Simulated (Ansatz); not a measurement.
# I on Ca(100): change of the work function, part 5 of 5

How does I on the top site change the work function of Ca(100) as the layer fills?

Ansatz 0.2.0; plane-wave DFT, PBE, Ansatz PAW (the session's first sound run).

So far, work function, upper face (eV): step 2 (the clean slab) 2.75; step 6 (the covered slab, k-mesh 8×8×1, coverage 1 ML) 5.94; step 8 (the slab at 0.25 ML, atoms frozen) 4.07; step 9 (the substrate of the 0.25 ML cell alone) 2.75; step 10 (the adsorbate layer of the 0.25 ML cell alone) 6.68.

### Step 12. A changed input

This step: plane-wave DFT, PBE, Ansatz PAW (Ansatz 0.2.0).

System of this step: Ca4I (I/Ca(100)). The cell holds 5 atoms: 4 Ca and 1 I. Its edges and angles: a = 3.946 Å, b = 3.946 Å, c = 29.451 Å, α = 90.0°, β = 90.0°, γ = 90.0°. Vacuum lies along c.

A run with a changed input: it repeats the earlier run at 1 ML with scf.occupations.width from 0.1 removed and scf.occupations.method from fermi_dirac to tetrahedron.

Contents of input.yaml:

```yaml
crystal:
  lattice:
    - [3.945655839, 0.0, 0.0]
    - [0.0, 3.945655839, 0.0]
    - [0.0, 0.0, 29.4507538703]
  atoms:
    - { symbol: Ca, position: [0.5, 0.5, 0.3055948938] }
    - { symbol: Ca, position: [0.0, 0.0, 0.4003293108] }
    - { symbol: Ca, position: [0.5, 0.5, 0.4924669071] }
    - { symbol: Ca, position: [0.0, 0.0, 0.5820989828] }
    - { symbol: I, position: [0.0, 0.0, 0.6944051062] }
kpoints:
  mp_grid: { grid: [8, 8, 1] }
hamiltonian:
  xc: pbe
scf:
  occupations: { method: tetrahedron }
  convergence: { dr2_threshold: 1.0e-08 }
efield:
  axis: 3
  dipole_correction: true
  ramp_position: 0.97
  ramp_width: 0.06
relax:
  f_tol: 0.02
  max_steps: 60
  constraints: [{ sites: [0, 1] }]
output:
  bader: true
  write_potential: true
  write_density: true
  volumetric_format: npy
```

Run with:

```bash
ansatz run input.yaml --threads 4 --pin off --max-ram 12288MiB --backend cpu --events-out ev --progress --plain --runs-dir out
```

Numbers of over 12 decimals in the logs are rounded to 6 here.

Output:

```text
Warning: relax: with tetrahedron occupations the Hellmann–Feynman forces and the energy need not agree along the walk (scf.occupations.method in the input reference, under Limitations); prefer a smearing scheme for the relaxation and re-run the relaxed geometry with tetrahedron occupations for the final energies/DOS
band count auto-derived: 36 (N_el = 57.0; filled up to band 29; 35 by the electrons, moments and atoms)
[...]
Crystal: 5 atoms, lattice volume = 458.495 Å³
Basis set: ecut = 420 eV, 9035 PW (Γ), exchange–correlation on 54×54×400 points (8 copies of the dense FFT grid, shifted against one another)
Bands: 36, of which v1, the nominal top of the filled ones, is band 29 counted from 1 (28 counted from 0)
Symmetry: 8 space group operations
[...]
k-points: 15 of 64
[...]
SCF iter   1: F=—  HF=-14780.367301 eV  |F-HF|=—  |Δ(HF+E_count)|=         —  Δρ=1.62e-3  dr2=3.21e-1  ethr=1.77e-3  p=-0.296 e·Å  D=-1.17e-1 V/Å  ΔV_dip=3.44 eV  dr2_dipole=1.95e-1  V_vac-E_F(+/−)=6.03/2.59 eV  ⟨swp⟩=17.3  Hψ=4035  notcnv=0
[...]
SCF iter  14: F=-14780.360100 eV  HF=-14780.360100 eV  |F-HF|=6.14e-9  |Δ(HF+E_count)|=   4.94e-6  Δρ=2.85e-7  dr2=5.00e-9  ethr=1.75e-11  p=-0.284 e·Å  D=-1.12e-1 V/Å  ΔV_dip=3.30 eV  dr2_dipole=3.03e-9  V_vac-E_F(+/−)=6.11/2.80 eV  ⟨swp⟩=7.2  Hψ=2946  notcnv=0
SCF 1 converged in 14 iterations: F = -14780.360100 eV  dr2 = 5.00e-9
[...]
relax step   1: F+E_penalty+E_count = -14780.36010017 eV  Δ(F+E_penalty+E_count) = +0.000e0 eV  max|allowed force component| = 1.167e0 eV/Å  Δτ_max = 0.0000 Å  (14 SCF iters, accepted)
[...]
SCF iter  16: F=-14780.648693 eV  HF=-14780.648693 eV  |F-HF|=8.21e-9  |Δ(HF+E_count)|=   2.93e-7  Δρ=2.78e-7  dr2=8.31e-9  ethr=1.75e-11  p=-0.278 e·Å  D=-1.10e-1 V/Å  ΔV_dip=3.23 eV  dr2_dipole=2.88e-10  V_vac-E_F(+/−)=6.03/2.80 eV  ⟨swp⟩=8.3  Hψ=2680  notcnv=0
SCF 2 converged in 16 iterations: F = -14780.648693 eV  dr2 = 8.31e-9
relax step   2: F+E_penalty+E_count = -14780.64869347 eV  Δ(F+E_penalty+E_count) = -2.886e-1 eV  max|allowed force component| = 7.343e-1 eV/Å  Δτ_max = 0.1824 Å  (16 SCF iters, accepted)
[...]
SCF iter  13: F=-14780.684377 eV  HF=-14780.684377 eV  |F-HF|=8.73e-11  |Δ(HF+E_count)|=   7.14e-7  Δρ=2.06e-7  dr2=2.35e-10  ethr=1.75e-11  p=-0.275 e·Å  D=-1.09e-1 V/Å  ΔV_dip=3.20 eV  dr2_dipole=2.01e-11  V_vac-E_F(+/−)=6.01/2.82 eV  ⟨swp⟩=8.1  Hψ=2795  notcnv=0
SCF 3 converged in 13 iterations: F = -14780.684377 eV  dr2 = 2.35e-10
relax step   3: F+E_penalty+E_count = -14780.68437717 eV  Δ(F+E_penalty+E_count) = -3.568e-2 eV  max|allowed force component| = 4.924e-1 eV/Å  Δτ_max = 0.1600 Å  (13 SCF iters, accepted)
[...]
relax step   4: F+E_penalty+E_count = -14780.67103575 eV  Δ(F+E_penalty+E_count) = +1.334e-2 eV  max|allowed force component| = 7.378e-1 eV/Å  Δτ_max = 0.1823 Å  (15 SCF iters, rejected (line search))
[...]
relax step   5: F+E_penalty+E_count = -14780.71257113 eV  Δ(F+E_penalty+E_count) = -2.819e-2 eV  max|allowed force component| = 1.361e-1 eV/Å  Δτ_max = 0.0801 Å  (13 SCF iters, accepted)
SCF iter   1: F=—  HF=-14780.717557 eV  |F-HF|=—  |Δ(HF+E_count)|=         —  Δρ=4.51e-4  dr2=1.74e-2  ethr=1.89e-4  p=-0.275 e·Å  D=-1.09e-1 V/Å  ΔV_dip=3.20 eV  dr2_dipole=6.96e-3  V_vac-E_F(+/−)=6.01/2.81 eV  ⟨swp⟩=3.7  Hψ=1028  notcnv=0  defer=30
[...]
SCF iter  12: F=-14780.714969 eV  HF=-14780.714969 eV  |F-HF|=5.64e-11  |Δ(HF+E_count)|=   3.05e-6  Δρ=1.38e-7  dr2=1.46e-10  ethr=1.75e-11  p=-0.275 e·Å  D=-1.09e-1 V/Å  ΔV_dip=3.20 eV  dr2_dipole=1.20e-11  V_vac-E_F(+/−)=6.01/2.81 eV  ⟨swp⟩=8.1  Hψ=3195  notcnv=0
SCF 6 converged in 12 iterations: F = -14780.714969 eV  dr2 = 1.46e-10
relax step   6: F+E_penalty+E_count = -14780.71496932 eV  Δ(F+E_penalty+E_count) = -2.398e-3 eV  max|allowed force component| = 1.413e-2 eV/Å  Δτ_max = 0.0150 Å  (12 SCF iters, accepted)
[...]
SCF converged after 12 iterations
Stability not checked: this state was not tested for a lower state beside it, because cold or Methfessel-Paxton smearing, or corrected tetrahedra, fill the levels in a way that the test cannot read (fill_not_monotonic; see scf.lower_state_search)
Free energy (F): -14780.714969 eV
[...]
Internal energy: -14780.714801 eV  (E = F + TS)
E sigma→0 (E₀):  -14780.714969 eV
Entropy (-TS):   -0.000169 eV (-0.034 meV/atom)
Fermi energy:    -0.080518 eV
Dipole field:    D = -0.108709 V/Å  (p = -0.275448 e·Å, saw-weighted, corrected)
Work function:   Φ+ = 6.0145 eV   Φ− = 2.8130 eV
[...]
--- Forces (eV/Å), atoms counted from 1 ---
  atom   1  Ca    -0.00000000     0.00000000     0.12744137
  atom   2  Ca     0.00000000     0.00000000    -0.12695570
  atom   3  Ca    -0.00000000     0.00000000    -0.00128816
  atom   4  Ca    -0.00000000     0.00000000     0.01412651
  atom   5  I      0.00000000     0.00000000    -0.01332005
  max |Σ_I F_I| component: 3.98e-6 eV/Å
--- Band table (eV; the first three rows and the last of 15) ---
  k-point 0: bands = [... 25 lower, -1.6669, -0.7011, -0.2303, -0.2303, 0.4201, 0.6027, 0.9806, 1.4002, ... 3 higher]
  k-point 1: bands = [... 25 lower, -1.5512, -0.7730, -0.4978, -0.1904, 0.4835, 0.6002, 0.9545, 1.3832, ... 3 higher]
  k-point 2: bands = [... 25 lower, -1.6276, -1.1899, -0.1813, -0.0908, 0.3157, 0.6722, 0.7700, 1.2112, ... 3 higher]
  k-point 14: bands = [... 25 lower, -0.2749, -0.2539, 0.0821, 0.4242, 0.4913, 0.4913, 0.6267, 0.6267, ... 3 higher]
--- Relaxed structure (6 steps of the walk, 5 accepted, 0 SCFs on fresh bases) ---
  F+E_penalty+E_count = -14780.71496932 eV   max|allowed force component| = 1.413e-2 eV/Å
  atoms:
    - { symbol: Ca, position: [0.5, 0.5, 0.305595] }
    - { symbol: Ca, position: [0.0, 0.0, 0.4003293108] }
    - { symbol: Ca, position: [0.5, 0.5, 0.494185] }
    - { symbol: Ca, position: [0, 0.0, 0.593886] }
    - { symbol: I, position: [0, 0.0, 0.689530] }
--- Bader charges: 5 sites ---
  site symbol  charge [e]  shift [e] shared [e]
     0     Ca     -0.2508     0.0000    -0.2508
     1     Ca      0.2633     0.0000     0.2633
     2     Ca      0.0053     0.0000    -0.0233
     3     Ca      0.5839     0.0001     0.5568
     4      I     -0.5460     0.0001    -0.5460
  maxima off the nuclei: 2, with 0.0557 electrons
[...]
charge, to which what the maxima have on the atom's side is counted
  estimated error of the sums over rays = 7.2e-4 e
```

Run time: 54 s. Hardware: 4 threads of Arm Neoverse V2, shared host; peak memory 0.78 GiB.

Step by step:

```
step  energy less that of the first step (eV)  largest force component (eV/Å)
   1                                   0.0000                          1.1673
   2                                  -0.2886                          0.7343
   3                                  -0.3243                          0.4924
   4                                  -0.3109                          0.7378
   5                                  -0.3525                          0.1361
   6                                  -0.3549                          0.0141
```

Relaxation step 4 was tried and not accepted.

The run keeps the 8 symmetry operations that it works with, so distortions that break them were not tested.

The atoms that moved most (Å):

```
atom     dx     dy      dz  length
 Ca4  0.000  0.000   0.347   0.347
  I5  0.000  0.000  -0.144   0.144
 Ca3  0.000  0.000   0.051   0.051
```

Final coordinates:

```xyz
5
Lattice="3.9457 0.0000 0.0000 0.0000 3.9457 0.0000 0.0000 0.0000 29.4508" Properties=species:S:1:pos:R:3
Ca    1.9728    1.9728    9.0000
Ca    0.0000    0.0000   11.7900
Ca    1.9728    1.9728   14.5541
Ca    0.0000    0.0000   17.4904
I     0.0000    0.0000   20.3072
```

This step gave:

```
work function, upper face      : 6.015 eV
work function, lower face      : 2.813 eV
dipole along the normal        : -0.2754 e·Å
step between the vacuum levels : 3.202 eV
```

```
                      quantity  this run  earlier run  difference
work function, upper face (eV)     6.015        5.944       0.070
work function, lower face (eV)     2.813        2.795       0.018
 dipole along the normal (e·Å)   -0.2754      -0.2709     -0.0045
```

What moves beyond 0.01 in its unit (for the dipole 0.5 % and 5e-5 e·Å): work function, upper face (+0.0701 eV), dipole along the normal (-0.00453 e·Å) and work function, lower face (+0.0175 eV).

### Step 13. A changed input

This step: plane-wave DFT, PBE, Ansatz PAW, but for the change named below (Ansatz 0.2.0).

System of this step: Ca(100). The cell holds 4 atoms: 4 Ca. Its edges and angles: a = 3.946 Å, b = 3.946 Å, c = 26.370 Å, α = 90.0°, β = 90.0°, γ = 90.0°. Vacuum lies along c.

Another changed input: it repeats the earlier run at 0 ML with scf.mixing.preconditioner to resta, hamiltonian.xc from pbe to r2scan, scf.eigensolver.kind to davidson and basis.precision to f64.

input.yaml, the sections that differ from step 12:

```yaml
crystal:
  lattice:
    - [3.945655839, 0.0, 0.0]
    - [0.0, 3.945655839, 0.0]
    - [0.0, 0.0, 26.37]
  atoms:
    - { symbol: Ca, position: [0.5, 0.5, 0.3412969283] }
    - { symbol: Ca, position: [0.0, 0.0, 0.4470989761] }
    - { symbol: Ca, position: [0.5, 0.5, 0.5529010239] }
    - { symbol: Ca, position: [0.0, 0.0, 0.6587030717] }
hamiltonian:
  xc: r2scan
scf:
  occupations: { method: fermi_dirac, width: 0.1 }
  convergence: { dr2_threshold: 1.0e-08 }
  mixing: { preconditioner: resta }
  eigensolver: { kind: davidson }
output:
  write_potential: true
  write_density: true
  volumetric_format: npy
basis:
  precision: f64
# kpoints, efield, relax: as in step 12
```

Output:

```text
[...]
Crystal: 4 atoms, lattice volume = 410.533 Å³
Basis set: ecut = 500 eV, 10337 PW (Γ), exchange–correlation on 120×120×800 points (64 copies of the dense FFT grid, shifted against one another)
Bands: 24, of which v1, the nominal top of the filled ones, is band 20 counted from 1 (19 counted from 0)
Symmetry: 8 space group operations
k-points: 15 of 64
[...]
SCF iter   1: F=—  HF=-7285.739510 eV  |F-HF|=—  |Δ(HF+E_count)|=         —  Δρ=3.15e-3  dr2=2.11e-1  dr2_τ=4.53e-3  ethr=1.77e-3  p=0.000 e·Å  D=3.04e-15 V/Å  ΔV_dip=-0.00 eV  dr2_dipole=1.96e-8  V_vac-E_F(+/−)=2.57/2.57 eV  ⟨swp⟩=16.3  Hψ=5139  notcnv=0
[...]
SCF iter  12: F=-7285.798872 eV  HF=-7285.798872 eV  |F-HF|=2.14e-10  |Δ(HF+E_count)|=   2.54e-8  Δρ=5.05e-7  dr2=2.66e-9  dr2_τ=1.75e-10  ethr=3.47e-11  p=0.000 e·Å  D=6.79e-8 V/Å  ΔV_dip=-0.00 eV  dr2_dipole=1.34e-10  V_vac-E_F(+/−)=2.77/2.77 eV  ⟨swp⟩=6.8  Hψ=1295  notcnv=0
SCF 1 converged in 12 iterations: F = -7285.798872 eV  dr2 = 2.66e-9
[...]
relax step   1: F+E_penalty+E_count = -7285.79887195 eV  Δ(F+E_penalty+E_count) = +0.000e0 eV  max|allowed force component| = 1.087e-1 eV/Å  Δτ_max = 0.0000 Å  (12 SCF iters, accepted)
Bands: 28, of which v1, the nominal top of the filled ones, is band 20 counted from 1 (19 counted from 0)
[...]
SCF iter  15: F=-7285.803499 eV  HF=-7285.803499 eV  |F-HF|=6.64e-11  |Δ(HF+E_count)|=  1.84e-10  Δρ=2.30e-7  dr2=7.03e-10  dr2_τ=1.50e-11  ethr=6.68e-11  p=0.001 e·Å  D=4.43e-4 V/Å  ΔV_dip=-0.01 eV  dr2_dipole=1.14e-11  V_vac-E_F(+/−)=2.76/2.77 eV  ⟨swp⟩=2.7  Hψ=802  notcnv=0
SCF 2 converged in 15 iterations: F = -7285.803499 eV  dr2 = 7.03e-10
[...]
relax step   2: F+E_penalty+E_count = -7285.80349863 eV  Δ(F+E_penalty+E_count) = -4.627e-3 eV  max|allowed force component| = 5.895e-2 eV/Å  Δτ_max = 0.0669 Å  (15 SCF iters, accepted)
SCF iter   1: F=—  HF=-7285.722176 eV  |F-HF|=—  |Δ(HF+E_count)|=         —  Δρ=1.28e-3  dr2=2.33e-2  dr2_τ=3.51e-1  ethr=5.25e-4  p=0.001 e·Å  D=4.43e-4 V/Å  ΔV_dip=-0.01 eV  dr2_dipole=7.95e-4  V_vac-E_F(+/−)=2.78/2.79 eV  ⟨swp⟩=5.3  Hψ=1246  notcnv=0
[...]
SCF iter  15: F=-7285.805340 eV  HF=-7285.805340 eV  |F-HF|=1.66e-10  |Δ(HF+E_count)|=   6.02e-9  Δρ=3.84e-7  dr2=2.31e-9  dr2_τ=1.91e-11  ethr=6.37e-11  p=0.002 e·Å  D=9.51e-4 V/Å  ΔV_dip=-0.03 eV  dr2_dipole=1.85e-11  V_vac-E_F(+/−)=2.75/2.78 eV  ⟨swp⟩=5.1  Hψ=970  notcnv=0
SCF 3 converged in 15 iterations: F = -7285.805340 eV  dr2 = 2.31e-9
[...]
relax step   3: F+E_penalty+E_count = -7285.80533990 eV  Δ(F+E_penalty+E_count) = -1.841e-3 eV  max|allowed force component| = 4.465e-3 eV/Å  Δτ_max = 0.0821 Å  (15 SCF iters, accepted)
[...]
SCF iter   1: F=—  HF=-7285.805340 eV  |F-HF|=—  |Δ(HF+E_count)|=         —  Δρ=3.91e-7  dr2=2.35e-9  dr2_τ=2.21e-11  ethr=5.87e-12  p=0.002 e·Å  D=9.51e-4 V/Å  ΔV_dip=-0.03 eV  dr2_dipole=4.25e-12  V_vac-E_F(+/−)=2.75/2.78 eV  ⟨swp⟩=2.1  Hψ=1200  notcnv=0
efield: sawtooth ramp at fractional position 0.9700 (kept from the solve that this one continues, or follows in the run), width 0.0600; the density the first Hamiltonian is built on has a dipole p = 0.002 e·Å; the dipole correction subtracts the counter field D = 9.51e-4 V/Å, which shifts the + side's vacuum level by -0.03 eV against the − side's; the planar-averaged density in the ramp window peaks in size at 4.1e-7 e/Å³
[...]
SCF iter   2: F=—  HF=-7285.805340 eV  |F-HF|=—  |Δ(HF+E_count)|=   5.40e-9  Δρ=8.00e-7  dr2=1.66e-7  dr2_τ=1.05e-10  ethr=5.87e-12  p=0.002 e·Å  D=9.52e-4 V/Å  ΔV_dip=-0.03 eV  dr2_dipole=7.61e-8  V_vac-E_F(+/−)=2.75/2.78 eV  ⟨swp⟩=6.0  Hψ=1087  notcnv=0  κ⁻¹=1.0e0(r=1)
[...]
SCF iter   4: F=-7285.805340 eV  HF=-7285.805340 eV  |F-HF|=3.41e-9  |Δ(HF+E_count)|=  9.50e-10  Δρ=2.27e-7  dr2=4.29e-9  dr2_τ=5.59e-12  ethr=5.87e-12  p=0.002 e·Å  D=9.50e-4 V/Å  ΔV_dip=-0.03 eV  dr2_dipole=2.66e-12  V_vac-E_F(+/−)=2.75/2.78 eV  ⟨swp⟩=5.5  Hψ=980  notcnv=0
SCF 4 converged in 4 iterations: F = -7285.805340 eV  dr2 = 4.29e-9
[...]
SCF converged after 4 iterations
[...]
Free energy (F): -7285.805340 eV
[...]
Internal energy: -7285.649188 eV  (E = F + TS)
E sigma→0 (E₀):  -7285.727264 eV
Entropy (-TS):   -0.156152 eV (-39.038 meV/atom)
Fermi energy:    0.540920 eV
Dipole field:    D = 0.000949 V/Å  (p = 0.002152 e·Å, saw-weighted, corrected)
Work function:   Φ+ = 2.7543 eV   Φ− = 2.7794 eV
[...]
--- Forces (eV/Å), atoms counted from 1 ---
  atom   1  Ca    -0.00000000     0.00000000     0.10898808
  atom   2  Ca     0.00000000     0.00000000    -0.10918024
  atom   3  Ca    -0.00000000     0.00000000    -0.00423659
  atom   4  Ca     0.00000000     0.00000000     0.00443911
  max |Σ_I F_I| component: 1.04e-5 eV/Å
--- Band table (eV; the first three rows and the last of 15) ---
  k-point 0: bands = [... 16 lower, -3.5024, -2.8251, -1.7314, -0.5574, 0.9550, 1.1920, 1.3106, 1.5640, ... 4 higher]
  k-point 1: bands = [... 16 lower, -3.3212, -2.6507, -1.5660, -0.4060, 1.0252, 1.2275, 1.3319, 1.5297, ... 4 higher]
  k-point 2: bands = [... 16 lower, -2.7949, -2.1480, -1.0959, 0.0185, 0.9117, 1.1949, 1.2376, 1.5777, ... 4 higher]
  k-point 14: bands = [... 16 lower, 0.2946, 0.2966, 0.6685, 0.6734, 1.1516, 1.1516, 1.2016, 1.2016, ... 4 higher]
--- Relaxed structure (3 steps of the walk, 3 accepted, 0 SCFs on fresh bases) ---
  F+E_penalty+E_count = -7285.80533990 eV   max|allowed force component| = 4.465e-3 eV/Å
  atoms:
    - { symbol: Ca, position: [0.5, 0.5, 0.3412969283] }
    - { symbol: Ca, position: [0.0, 0.0, 0.447099] }
    - { symbol: Ca, position: [0.5, 0.5, 0.551396] }
    - { symbol: Ca, position: [0, 0.0, 0.653055] }
```

The job ended after 81 s (4 threads; peak memory 1.4 GiB; 5.3 min of CPU time).

Relaxation path:

```
step  energy less that of the first step (eV)  largest force component (eV/Å)
   1                                   0.0000                          0.1087
   2                                  -0.0046                          0.0590
   3                                  -0.0065                          0.0045
```

The run keeps the 8 symmetry operations that it works with, so distortions that break them were not tested.

The atoms that moved most (Å):

```
atom     dx     dy      dz  length
 Ca4  0.000  0.000  -0.149   0.149
 Ca3  0.000  0.000  -0.040   0.040
```

Final coordinates:

```cif
data_structure
_symmetry_space_group_name_H-M 'P 1'
_symmetry_Int_Tables_number 1
_cell_length_a 3.9457
_cell_length_b 3.9457
_cell_length_c 26.3700
_cell_angle_alpha 90.000
_cell_angle_beta 90.000
_cell_angle_gamma 90.000
_cell_volume 410.53
loop_
_atom_site_label
_atom_site_type_symbol
_atom_site_fract_x
_atom_site_fract_y
_atom_site_fract_z
_atom_site_occupancy
Ca1 Ca 0.50000 0.50000 0.34130 1
Ca2 Ca 0.00000 0.00000 0.44710 1
Ca3 Ca 0.50000 0.50000 0.55140 1
Ca4 Ca 0.00000 0.00000 0.65305 1
```

This step gave:

| Item | Value |
| --- | --- |
| energy at zero smearing | -7285.7273 eV |
| work function, upper face | 2.754 eV |
| work function, lower face | 2.779 eV |
| dipole along the normal | 0.002152 e·Å |
| step between the vacuum levels | -0.02501 eV |

```
                      quantity  this run  earlier run  difference
work function, upper face (eV)     2.754        2.748      0.0064
work function, lower face (eV)     2.779        2.776      0.0034
 dipole along the normal (e·Å)  0.002152     0.002415     -2.6e-4
```

What moves beyond 0.01 in its unit (for the dipole 0.5 % and 5e-5 e·Å): dipole along the normal (-0.000263 e·Å).

### Step 14. What came out

```yaml
work_function_of_the_clean_face: 2.75 eV
work_function_at_0p11_ml: 3.40 eV
work_function_at_0p25_ml: 4.07 eV
work_function_at_0p5_ml: 4.65 eV
work_function_at_1_ml: 5.94 eV
dipole_per_adsorbate_at_0p11_ml_positive_end_outwards: -2.35 D
step_of_the_potential_from_the_moved_charge_at_0p25_ml_upper_less_lower_side_atoms_held: 1.31 eV
```

In words: I raises the work function of Ca(100) at the lowest coverage, by 0.66 eV: the adsorbate layer has its negative end outwards. The dipole per adsorbate falls from 2.35 to 1.31 D as the layer fills. Neighbouring dipoles depolarise each other, and heights and bonding change with coverage too. The slab has 4 layers, at the tabulated experimental lattice constant, one starting site was run, and quantum-size effects of a slab this thin can reach one or two tenths of an eV.

[Logs are printed without paths, hosts, clocks, repeated set-up lines and the standing remarks that a program may print on its own settings, such as how far it seeks lower states.]

[Hosts, paths, dates, database ids (printed as entryN), source tags and the programs' standing remarks are cut or masked in the printed files.]

[Maps of the electrostatic potential energy from Ansatz leave out the sawtooth potential of an applied field or a dipole correction, so their vacuum need not be flat; planar profiles and work functions include it.]
